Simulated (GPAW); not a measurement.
Records of electronic-structure calculations.

### YHSe (P-6m2): G0W0 with GPAW, start to end

It takes space group P-6m2 (No. 187, hexagonal). The conventional cell has a = 3.841 Å, b = 3.841 Å, c = 3.916 Å, α = 90.00°, β = 90.00°, γ = 120.00°. Nearest to Y lie 3 H at 2.22 Å and 6 Se at 2.96 Å. Nearest to H lie 3 Y at 2.22 Å. Nearest to Se lie 6 H at 2.96 Å and 6 Y at 2.96 Å. Farther neighbours, and contacts between anions beyond the nearest, are not listed.

| Property | Result |
| --- | --- |
| method | DFT, LDA, plane waves, PAW (and 1 further level or step) |
| program | GPAW 26.7.0 |
| settings | cutoff 600 eV, GPAW PAW setups 1.2.1 data release, 3×3×4 k-mesh, nbands 331 |
| cost | 3 runs, 56 s in all on 4 MPI ranks of Arm Neoverse V1, shared host |
| notes | The cell and positions are those that the Materials Project relaxed with its own functionals (PBE, PBE+U or r2SCAN), kept fixed. Limits: no spin-orbit coupling. The 3×3×4 mesh is coarse for this cell, which bears on the long-range parts of exchange and screening. |
| LDA gap | 1.37 eV, indirect |
| G0W0 gap on the mesh | 2.49 eV |
| GW settings | 3×3×4 mesh, 149 bands, screening to 120 eV, Godby-Needs plasmon pole |
| known limits | short of the basis limit; no spin-orbit coupling; coarse k mesh |

G0W0 moves the gap on the mesh from 1.37 eV to 2.49 eV (+1.12 eV), with Z of 0.80 and 0.81 at the edges. The dearest step here is «screening and self-energy».

[Paths, hosts, dates, memory and timing lines, banners, echoed tables and standing remarks are left out of the program output; an Ansatz launch command may be rebuilt from the run's recorded settings. Measured values are a selection of at most five: reports struck by readers or far from the other reports are left out. None is set beside runs whose start may be inverted or whose files or cutoffs have a known fault.]

[Runs of the session that timed out or met a known fault of the program may be left out.]

[Hosts, paths, dates, database ids (printed as entryN), source tags and the programs' standing remarks are cut or masked in the printed files.]

[Where the starting crystal was built by hand or by swapping elements, it need not be the compound's stable phase.]
